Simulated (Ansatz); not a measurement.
## Ge2Rh2W, from a guessed structure to a relaxed one

This structure for Ge2Rh2W is made up. Its elements were placed in a known structure type with a cell scaled to their sizes. What cell does the guess relax to, and how far off was it?

Calculated with Ansatz 0.2.0; DFT, PBE, plane-wave PAW, files of the set soft_1, scalar-relativistic, no spin, cell and ions relaxed at zero pressure; PAW set soft_1, in the first sound run; inputs show where later runs differ.

## Step 1: Starting point

It takes space group I4/mmm (No. 139, tetragonal). Conventional cell: a = 4.013 Å, b = 4.013 Å, c = 9.639 Å, α = 90.00°, β = 90.00°, γ = 90.00°. W has 8 Ge at 3.13 Å and 8 Rh at 3.14 Å nearest. Rh has 4 Ge at 2.29 Å and 4 Rh at 2.84 Å and 4 W at 3.14 Å nearest. Nearest to Ge lie 4 Rh at 2.29 Å and 1 Ge at 2.63 Å and 4 W at 3.13 Å. Farther neighbours are not listed.

## Step 2: Relaxation of the guess

The guess takes its coordinates from another compound and its volume from a rule, so the cell and any free coordinates are relaxed together.

The input, input.yaml:

```yaml
crystal:
  lattice:
    - [-2.0065, 2.0065, 4.8195]
    - [2.0065, -2.0065, 4.8195]
    - [2.0065, 2.0065, -4.8195]
  atoms:
    - { symbol: W, position: [0.0, 0.0, 0.0] }
    - { symbol: Rh, position: [0.25, 0.75, 0.5] }
    - { symbol: Rh, position: [0.75, 0.25, 0.5] }
    - { symbol: Ge, position: [0.3638, 0.3638, 0.0] }
    - { symbol: Ge, position: [0.6362, 0.6362, 0.0] }
kpoints:
  mp_grid: { grid: [9, 9, 9] }
scf:
  occupations: { method: fermi_dirac, width: 0.05 }
hamiltonian:
  xc: pbe
  pseudopotentials: { kind: paw, azcp: { folder: soft_1 } }
relax:
  f_tol: 0.015
  max_steps: 70
  cell: {}
output:
  forces: true
  stress: true
```

The run is started by

```
$ ansatz run input.yaml --threads 4 --pin off --max-ram 8192MiB --backend cpu --events-out ev --progress --plain --runs-dir out
```

Numbers of over 12 decimals in the logs are rounded to 6 here.

Log:

```text
Engine: ansatz 0.2.0, x86_64-unknown-linux-gnu
Pseudopotentials: kind: paw
Pseudopotential: W, paw, valence charge 14, recommended cutoff 420 eV (normal), soft_1/W.paw.azcp
Pseudopotential: Rh, paw, valence charge 17, recommended cutoff 420 eV (normal), soft_1/Rh.paw.azcp
Pseudopotential: Ge, paw, valence charge 14, recommended cutoff 420 eV (normal), soft_1/Ge.paw.azcp
Functional definition: PBE
  parameter kappa = 0.804
  parameter beta = 0.066725
  exchange = pbe_x(kappa = kappa, mu = beta*pi^2/3)
  correlation = pbe_c(beta = beta)
Crystal: 5 atoms, lattice volume = 77.614 Å³
Basis set: ecut = 420 eV, 1509 PW (Γ), exchange–correlation on 80×80×80 points (8 copies of the dense FFT grid, shifted against one another)
Bands: 46, of which v1, the nominal top of the filled ones, is band 38 counted from 1 (37 counted from 0)
Symmetry: 16 space group operations
Space group: I4/mmm (ITA 139), of the structure as read, at distance tolerance 4.3e-5 Å
k-points: 75 of 729
Non-local potential: W, projectors of the file, l = 0: 3, l = 1: 2, l = 2: 2, l = 3: 1
Non-local potential: Rh, projectors of the file, l = 0: 3, l = 1: 2, l = 2: 2, l = 3: 1
Non-local potential: Ge, projectors of the file, l = 0: 2, l = 1: 2, l = 2: 3, l = 3: 1
PAW form: soft (Blöchl's): semilocal exchange-correlation on the pseudo side does not see the compensation charge
PAW one-centre angular grid: W, 590 points (default); XC on 64 Gauss nodes
PAW one-centre angular grid: Rh, 590 points (default); XC on 64 Gauss nodes
PAW one-centre angular grid: Ge, 590 points (default); XC on 64 Gauss nodes
Initial density: superposition of atomic densities (chi_scale 0.1, normalization cell, long waves kept (reshape's long-wave potential 0.00 eV rms))
Initial wavefunctions: pseudopotential atomic-orbital guess
Functional: x = pbe(κ = 0.804, μ = 0.219515), c = pbe(β = 0.066725)
SCF iter   1: F=—  HF=-31781.299444 eV  |F-HF|=—  |Δ(HF+E_count)|=         —  Δρ=8.23e-2  dr2=9.71e0  ethr=3.10e-3  ⟨swp⟩=6.0  Hψ=11861  notcnv=0  defer=5
preconditioner: auto → Kerker (q_TF=auto, 2.719 Å⁻¹)  [metal: Δε(μ)=0.009 eV  Ē_g=15.698 eV  σ=0.050 eV  W_gap=0.04  n_scr=32 (ndim 8)  ℏωp=30.4 eV  f_vac=0.000  D(μ)=6.98/eV (n_scr^D=94)]
SCF iter   2: F=—  HF=-31779.963838 eV  |F-HF|=—  |Δ(HF+E_count)|=    1.34e0  Δρ=4.78e-2  dr2=4.06e0  ethr=3.10e-3  ⟨swp⟩=2.0  Hψ=5326  notcnv=0  defer=69
SCF iter   3: F=—  HF=-31779.329049 eV  |F-HF|=—  |Δ(HF+E_count)|=   6.35e-1  Δρ=1.03e-2  dr2=1.20e-1  ethr=3.10e-3  ⟨swp⟩=2.1  Hψ=5061  notcnv=0  defer=69
SCF iter   4: F=—  HF=-31779.307997 eV  |F-HF|=—  |Δ(HF+E_count)|=   2.11e-2  Δρ=3.97e-3  dr2=1.09e-2  ethr=1.58e-4  ⟨swp⟩=2.1  Hψ=6507  notcnv=0  defer=82
SCF iter   5: F=—  HF=-31779.302875 eV  |F-HF|=—  |Δ(HF+E_count)|=   5.12e-3  Δρ=1.69e-3  dr2=3.52e-3  ethr=1.44e-5  ⟨swp⟩=2.0  Hψ=4231  notcnv=0  defer=82
SCF iter   6: F=—  HF=-31779.302259 eV  |F-HF|=—  |Δ(HF+E_count)|=   6.16e-4  Δρ=4.30e-4  dr2=2.63e-4  ethr=4.63e-6  ⟨swp⟩=2.1  Hψ=4627  notcnv=0  defer=82
SCF iter   7: F=—  HF=-31779.302212 eV  |F-HF|=—  |Δ(HF+E_count)|=   4.76e-5  Δρ=1.12e-4  dr2=1.62e-5  ethr=3.46e-7  ⟨swp⟩=2.0  Hψ=4422  notcnv=0  defer=82
SCF iter   8: F=—  HF=-31779.302213 eV  |F-HF|=—  |Δ(HF+E_count)|=   1.13e-6  Δρ=2.73e-5  dr2=3.88e-7  ethr=2.13e-8  ⟨swp⟩=2.0  Hψ=4502  notcnv=0  defer=82
SCF iter   9: F=-31779.302213 eV  HF=-31779.302213 eV  |F-HF|=1.16e-8  |Δ(HF+E_count)|=   7.35e-8  Δρ=8.46e-6  dr2=3.75e-8  ethr=1.32e-10  ⟨swp⟩=4.0  Hψ=11264  notcnv=0
SCF 1 converged in 9 iterations: F = -31779.302213 eV  dr2 = 3.75e-8
  greatest PAW one-centre occupation: 1.000 electrons in one spin orbital (limit 2), on the Rh atom at site 2 (counted from 0), in its partial waves of l = 0
relax step   1: F+E_penalty+E_count = -31779.30221298 eV  Δ(F+E_penalty+E_count) = +0.000e0 eV  max|allowed force component| = 4.653e0 eV/Å  Δτ_max = 0.0000 Å  P = +14.867 GPa  Ω = 77.614 Å³  (9 SCF iters, dr2 threshold 1.00e-7 eV, accepted)
Crystal: 5 atoms, lattice volume = 78.550 Å³
Basis set: ecut = 420 eV, 1525 PW (Γ), exchange–correlation on 80×80×80 points (8 copies of the dense FFT grid, shifted against one another)
Initial density: handed on by an earlier stage of this run
Initial wavefunctions: those handed on with the density
iter 1 solved again at ethr=1.46e-3 eV; its pass at ethr=3.10e-3 eV (dr2=1.11e0 eV) is discarded
SCF iter   1: F=—  HF=-31780.423382 eV  |F-HF|=—  |Δ(HF+E_count)|=         —  Δρ=3.27e-2  dr2=1.11e0  ethr=1.46e-3  ⟨swp⟩=1.2  Hψ=15531  notcnv=0
preconditioner: auto → Kerker (q_TF=auto, 2.713 Å⁻¹)  [metal: Δε(μ)=0.008 eV  Ē_g=14.772 eV  σ=0.050 eV  W_gap=0.04  n_scr=32 (ndim 8)  ℏωp=30.2 eV  f_vac=0.000  D(μ)=5.76/eV (n_scr^D=76)]
SCF iter   2: F=—  HF=-31780.323065 eV  |F-HF|=—  |Δ(HF+E_count)|=   1.00e-1  Δρ=1.59e-2  dr2=3.25e-1  ethr=1.46e-3  ⟨swp⟩=2.0  Hψ=3902  notcnv=0
SCF iter   3: F=—  HF=-31780.284040 eV  |F-HF|=—  |Δ(HF+E_count)|=   3.90e-2  Δρ=3.04e-3  dr2=7.19e-3  ethr=4.28e-4  ⟨swp⟩=2.7  Hψ=6058  notcnv=0
SCF iter   4: F=—  HF=-31780.284282 eV  |F-HF|=—  |Δ(HF+E_count)|=   2.42e-4  Δρ=1.11e-3  dr2=1.19e-3  ethr=9.47e-6  ⟨swp⟩=2.0  Hψ=6189  notcnv=0  defer=21
SCF iter   5: F=—  HF=-31780.283224 eV  |F-HF|=—  |Δ(HF+E_count)|=   1.06e-3  Δρ=4.86e-4  dr2=2.95e-4  ethr=1.57e-6  ⟨swp⟩=2.0  Hψ=4503  notcnv=0  defer=21
SCF iter   6: F=—  HF=-31780.283176 eV  |F-HF|=—  |Δ(HF+E_count)|=   4.82e-5  Δρ=2.14e-4  dr2=3.00e-5  ethr=3.88e-7  ⟨swp⟩=2.0  Hψ=5031  notcnv=0  defer=21
SCF iter   7: F=—  HF=-31780.283180 eV  |F-HF|=—  |Δ(HF+E_count)|=   3.61e-6  Δρ=7.43e-5  dr2=4.67e-6  ethr=3.95e-8  ⟨swp⟩=2.0  Hψ=4185  notcnv=0  defer=21
SCF iter   8: F=-31780.283179 eV  HF=-31780.283179 eV  |F-HF|=1.66e-7  |Δ(HF+E_count)|=   2.54e-7  Δρ=1.78e-5  dr2=3.36e-7  ethr=6.58e-10  ⟨swp⟩=3.0  Hψ=11634  notcnv=0
SCF 2 converged in 8 iterations: F = -31780.283179 eV  dr2 = 3.36e-7
relax step   2: F+E_penalty+E_count = -31780.28317930 eV  Δ(F+E_penalty+E_count) = -9.810e-1 eV  max|allowed force component| = 3.307e-1 eV/Å  Δτ_max = 0.1914 Å  P = +2.579 GPa  Ω = 78.550 Å³  energy of the carried Pulay correction = -6.877e-4 eV  (8 SCF iters, dr2 threshold 5.00e-7 eV, accepted)
Crystal: 5 atoms, lattice volume = 79.451 Å³
Basis set: ecut = 420 eV, 1573 PW (Γ), exchange–correlation on 80×80×80 points (8 copies of the dense FFT grid, shifted against one another)
iter 1 solved again at ethr=2.41e-5 eV; its pass at ethr=3.10e-3 eV (dr2=1.83e-2 eV) is discarded
SCF iter   1: F=—  HF=-31780.458987 eV  |F-HF|=—  |Δ(HF+E_count)|=         —  Δρ=6.24e-3  dr2=1.90e-2  ethr=2.41e-5  ⟨swp⟩=2.0  Hψ=16386  notcnv=0
preconditioner: auto → Kerker (q_TF=auto, 2.708 Å⁻¹)  [metal: Δε(μ)=0.005 eV  Ē_g=14.548 eV  σ=0.050 eV  W_gap=0.02  n_scr=32 (ndim 8)  ℏωp=30.0 eV  f_vac=0.000  D(μ)=5.36/eV (n_scr^D=60)]
SCF iter   2: F=—  HF=-31780.456786 eV  |F-HF|=—  |Δ(HF+E_count)|=   2.20e-3  Δρ=3.43e-3  dr2=5.81e-3  ethr=2.41e-5  ⟨swp⟩=1.0  Hψ=3450  notcnv=0
SCF iter   3: F=—  HF=-31780.456085 eV  |F-HF|=—  |Δ(HF+E_count)|=   7.00e-4  Δρ=5.26e-4  dr2=2.65e-4  ethr=7.64e-6  ⟨swp⟩=2.2  Hψ=4592  notcnv=0
SCF iter   4: F=—  HF=-31780.455992 eV  |F-HF|=—  |Δ(HF+E_count)|=   9.28e-5  Δρ=1.78e-4  dr2=2.24e-5  ethr=3.48e-7  ⟨swp⟩=2.0  Hψ=5205  notcnv=0
SCF iter   5: F=—  HF=-31780.455980 eV  |F-HF|=—  |Δ(HF+E_count)|=   1.30e-5  Δρ=7.65e-5  dr2=3.54e-6  ethr=2.95e-8  ⟨swp⟩=2.0  Hψ=4778  notcnv=0
SCF iter   6: F=-31780.455980 eV  HF=-31780.455980 eV  |F-HF|=5.35e-8  |Δ(HF+E_count)|=   8.25e-7  Δρ=1.80e-5  dr2=1.80e-7  ethr=6.58e-10  ⟨swp⟩=2.8  Hψ=12787  notcnv=0
SCF 3 converged in 6 iterations: F = -31780.455980 eV  dr2 = 1.80e-7
relax step   3: F+E_penalty+E_count = -31780.45598028 eV  Δ(F+E_penalty+E_count) = -1.728e-1 eV  max|allowed force component| = 2.004e-1 eV/Å  Δτ_max = 0.0225 Å  P = -0.869 GPa  Ω = 79.451 Å³  energy of the carried Pulay correction = -1.341e-3 eV  (6 SCF iters, dr2 threshold 5.00e-7 eV, accepted)
[...]
relax step   4: F+E_penalty+E_count = -31780.47150325 eV  Δ(F+E_penalty+E_count) = -1.552e-2 eV  max|allowed force component| = 5.682e-1 eV/Å  Δτ_max = 0.0316 Å  P = +1.749 GPa  Ω = 77.934 Å³  energy of the carried Pulay correction = -2.357e-4 eV  (6 SCF iters, dr2 threshold 5.00e-7 eV, accepted)
[...]
relax step   5: F+E_penalty+E_count = -31780.49145575 eV  Δ(F+E_penalty+E_count) = -1.995e-2 eV  max|allowed force component| = 5.824e-2 eV/Å  Δτ_max = 0.0206 Å  P = +0.104 GPa  Ω = 78.838 Å³  energy of the carried Pulay correction = -8.972e-4 eV  (6 SCF iters, dr2 threshold 5.00e-7 eV, accepted)
[...]
relax step   6: F+E_penalty+E_count = -31780.49160009 eV  Δ(F+E_penalty+E_count) = -1.443e-4 eV  max|allowed force component| = 4.958e-3 eV/Å  Δτ_max = 0.0025 Å  P = +0.030 GPa  Ω = 78.902 Å³  energy of the carried Pulay correction = -9.441e-4 eV  (6 SCF iters, dr2 threshold 2.12e-7 eV, accepted)
[...]
relax step   7: F+E_penalty+E_count = -31780.49537561 eV  Δ(F+E_penalty+E_count) = -3.776e-3 eV  max|allowed force component| = 3.753e-3 eV/Å  Δτ_max = 0.0000 Å  P = +0.066 GPa  Ω = 78.902 Å³  stress off target by 2.00e-1 GPa  SCF on the basis re-selected at this cell (its energy is not comparable with the rows above)  (8 SCF iters)
[...]
relax step   8: F+E_penalty+E_count = -31780.49542818 eV  Δ(F+E_penalty+E_count) = -5.258e-5 eV  max|allowed force component| = 7.873e-4 eV/Å  Δτ_max = 0.0005 Å  P = +0.007 GPa  Ω = 78.920 Å³  energy of the carried Pulay correction = -1.222e-5 eV  (6 SCF iters, dr2 threshold 9.99e-8 eV, accepted)
iter 1 solved again at ethr=1.21e-7 eV; its pass at ethr=3.10e-3 eV (dr2=9.22e-5 eV) is discarded
SCF iter   1: F=—  HF=-31780.495457 eV  |F-HF|=—  |Δ(HF+E_count)|=         —  Δρ=2.49e-6  dr2=1.46e-9  ethr=1.21e-7  ⟨swp⟩=3.0  Hψ=19268  notcnv=0
eigensolver tolerance schedule: the retry pair's looser diagonalisation over-reported the residual by 62958.55 of it (diagonalisation noise at an unbounded share of the residual, at the tolerance the schedule requests for it); recorded, not acted on — ethr = c·dr2/N_el stays at c = 1.0e-1
SCF iter   2: F=—  HF=-31780.495441 eV  |F-HF|=—  |Δ(HF+E_count)|=   1.63e-5  Δρ=1.28e-6  dr2=4.15e-10  ethr=1.93e-12  ⟨swp⟩=3.4  Hψ=8953  notcnv=0
SCF iter   3: F=—  HF=-31780.495441 eV  |F-HF|=—  |Δ(HF+E_count)|=  4.87e-10  Δρ=3.14e-7  dr2=9.05e-11  ethr=1.00e-12  ⟨swp⟩=2.0  Hψ=5390  notcnv=0
iter 4 did not close the SCF: its close was put off for the readings that it lacked (scf_convergence_deferred on its scf_iter line)
SCF iter   4: F=-31780.495441 eV  HF=-31780.495441 eV  |F-HF|=2.18e-11  |Δ(HF+E_count)|=  2.18e-11  Δρ=1.11e-7  dr2=1.98e-11  ethr=1.00e-12  ⟨swp⟩=1.0  Hψ=3450  notcnv=0
iter 5 did not close the SCF: its close was put off for the readings that it lacked (scf_convergence_deferred on its scf_iter line)
SCF iter   5: F=-31780.495441 eV  HF=-31780.495441 eV  |F-HF|=7.28e-12  |Δ(HF+E_count)|=  1.09e-11  Δρ=6.25e-8  dr2=5.32e-12  ethr=1.00e-12  ⟨swp⟩=1.0  Hψ=3450  notcnv=0
iter 6 did not close the SCF: its close was put off for the readings that it lacked (scf_convergence_deferred on its scf_iter line)
SCF iter   6: F=-31780.495441 eV  HF=-31780.495441 eV  |F-HF|=3.64e-12  |Δ(HF+E_count)|=    0.00e0  Δρ=1.59e-8  dr2=2.98e-13  ethr=1.00e-12  ⟨swp⟩=1.0  Hψ=3450  notcnv=0
iter 7 did not close the SCF: its close was put off for the readings that it lacked (scf_convergence_deferred on its scf_iter line)
SCF iter   7: F=-31780.495441 eV  HF=-31780.495441 eV  |F-HF|=0.00e0  |Δ(HF+E_count)|=    0.00e0  Δρ=5.89e-9  dr2=3.62e-14  ethr=1.00e-12  ⟨swp⟩=1.0  Hψ=3450  notcnv=0
SCF iter   8: F=-31780.495441 eV  HF=-31780.495441 eV  |F-HF|=7.28e-12  |Δ(HF+E_count)|=  3.64e-12  Δρ=2.75e-9  dr2=7.69e-15  ethr=1.00e-12  ⟨swp⟩=1.0  Hψ=7200  notcnv=0
SCF 9 converged in 8 iterations: F = -31780.495441 eV  dr2 = 7.69e-15
relax step   9: F+E_penalty+E_count = -31780.49544090 eV  Δ(F+E_penalty+E_count) = -1.271e-5 eV  max|allowed force component| = 7.766e-4 eV/Å  Δτ_max = 0.0000 Å  P = +0.006 GPa  Ω = 78.920 Å³  stress off target by 1.19e-2 GPa  SCF on the basis re-selected at this cell (its energy is not comparable with the rows above)  (8 SCF iters)
basis re-selected at this cell: Δ(F+E_penalty+E_count) = -1.271e-5 eV, ΔP = -0.000 GPa vs the last step (what re-selecting the basis moved, of the pressure what is left beyond the Pulay correction that the steps carried, after the strain that the cell walked since its last selection, with what the two solves' SCF thresholds leave and, on support functions, any second-order correction that the steps lacked; it is no m [...]
SCF converged after 8 iterations
Free energy (F): -31780.495441 eV
Harris-Foulkes:  -31780.495441 eV  (|F-HF|=7.28e-12)
Internal energy: -31780.460639 eV  (E = F + TS)
E sigma→0 (E₀):  -31780.478040 eV
Entropy (-TS):   -0.034802 eV (-6.960 meV/atom)
Fermi energy:    17.802147 eV
--- Per-component energies (eV) ---
  E_band       = -526.694366
  E_kinetic    = 1685.001538
  E_local      = -8145.035262  (includes V_loc(G=0)·N_el)
  E_nonlocal   = 1014.192258
  E_hartree    = 3558.696315
  E_xc         = -813.323058
  E_vxc        = -866.897395  (∫ρ·V_xc dr)
  E_paw        = -19816.722317  (= ΣΔE_a)
  E_vpaw       = -1331.348557  (= ΣTr[D̂ρ^β])
  E_aug_tail   = 0.000416  (compensation charges beyond the density's cutoff)
  E_ewald      = -9263.270528
  E_smearing   = -0.034802  (= −TS)
  E_closure    = 0.000000  (closes the sum)
  Σ components = -31780.495441   (vs F -31780.495441, Δ=0.00e0)
--- Forces (eV/Å), atoms counted from 1 ---
  atom   1  W     -0.00000000     0.00000000    -0.00000000
  atom   2  Rh    -0.00000000     0.00000000     0.00000000
  atom   3  Rh    -0.00000000     0.00000000     0.00000000
  atom   4  Ge    -0.00000000    -0.00000000     0.00077664
  atom   5  Ge     0.00000000    -0.00000000    -0.00077664
  max |Σ_I F_I| component: 1.73e-17 eV/Å
--- Stress (GPa, compression-positive) ---
        0.003600       0.000000       0.000000
        0.000000       0.003600      -0.000000
        0.000000       0.000000       0.011861
  P = ⅓ Tr σ = 0.0064 GPa (0.064 kbar)
--- Relaxed structure (7 steps of the walk, 7 accepted, 2 SCFs on fresh bases) ---
  F+E_penalty+E_count = -31780.49544090 eV   max|allowed force component| = 7.766e-4 eV/Å   (the final SCF, on the basis selected at the relaxed cell)
  cell:  # Å, volume = 78.9201 Å³
    - [-1.935400, 1.935400, 5.267278]
    - [1.935400, -1.935400, 5.267278]
    - [1.935400, 1.935400, -5.267278]
  atoms:
    - { symbol: W, position: [1.0078277275101276e-18, 1.0078277275101278e-18, 0] }
    - { symbol: Rh, position: [0.250000, 0.75, 0.5] }
    - { symbol: Rh, position: [0.75, 0.250000, 0.5] }
    - { symbol: Ge, position: [0.386923, 0.386923, 0] }
    - { symbol: Ge, position: [0.613077, 0.613077, 0] }
```

Run time: 27 s. Hardware: 4 threads of Intel Xeon Platinum 8488C (Sapphire Rapids), shared host; peak memory 0.71 GiB.

Relaxation path:

```csv
step,energy less that of the first step (eV),largest force component (eV/Å),pressure (GPa),volume (Å³)
1,0.0000,4.6527,14.87,77.61
2,-0.9810,0.3307,2.58,78.55
3,-1.1538,0.2004,-0.87,79.45
4,-1.1693,0.5682,1.75,77.93
5,-1.1892,0.0582,0.10,78.84
6,-1.1894,0.0050,0.03,78.90
7*,-1.1932,0.0038,0.07,78.90
8,-1.1932,0.0008,0.01,78.92
9*,-1.1932,0.0008,0.01,78.92
```

Relaxation steps marked * repeat the geometry before them on a plane-wave basis chosen anew for their cell, so energy and pressure can jump there.

Forces are held to the 16 operations that the run works with; a distortion that breaks them can't arise in this run.

```csv
"conventional cell, symmetrised",before,after,change
a (Å),4.013,3.871,-3.5 %
b (Å),4.013,3.871,-3.5 %
c (Å),9.639,10.535,+9.3 %
volume (Å³/atom),15.52,15.78,+1.7 %
```

The atoms that moved most (Å, as changes of fractional coordinates times the final cell):

```csv
atom,dx,dy,dz,length
Ge5,0.000,0.000,-0.244,0.244
Ge4,0.000,0.000,0.244,0.244
```

Final coordinates:

```cif
data_structure
_symmetry_space_group_name_H-M 'P 1'
_symmetry_Int_Tables_number 1
_cell_length_a 5.9360
_cell_length_b 5.9360
_cell_length_c 5.9360
_cell_angle_alpha 141.942
_cell_angle_beta 141.942
_cell_angle_gamma 54.916
_cell_volume 78.92
loop_
_atom_site_label
_atom_site_type_symbol
_atom_site_fract_x
_atom_site_fract_y
_atom_site_fract_z
_atom_site_occupancy
W1 W 0.00000 0.00000 0.00000 1
Rh2 Rh 0.25000 0.75000 0.50000 1
Rh3 Rh 0.75000 0.25000 0.50000 1
Ge4 Ge 0.38692 0.38692 0.00000 1
Ge5 Ge 0.61308 0.61308 0.00000 1
```

This step gave:

```
free energy             : -31780.4954 eV
energy at zero smearing : -31780.4780 eV
smearing term TS        : 0.03480 eV
Fermi energy            : 17.80 eV
electrons               : 76
symmetry operations     : 16
pressure                : 0.006354 GPa
```

Shortest distances by pair of elements, guess and relaxed (not always the same contact):

```csv
pair,guess (Å),relaxed (Å)
Ge–Ge,2.626,2.382
Ge–Rh,2.287,2.414
Rh–Rh,2.838,2.737
Ge–W,3.127,2.985
Rh–W,3.136,3.268
```

The relaxation ends with a largest force component of 7.8e-4 eV/Å and a pressure of 0.01 GPa.

[end of part 1 of 2]

[Logs are printed without paths, hosts, clocks, repeated set-up lines and the standing remarks that a program may print on its own settings, such as how far it seeks lower states.]

[Hosts, paths, dates, database ids (printed as entryN), source tags and the programs' standing remarks are cut or masked in the printed files.]
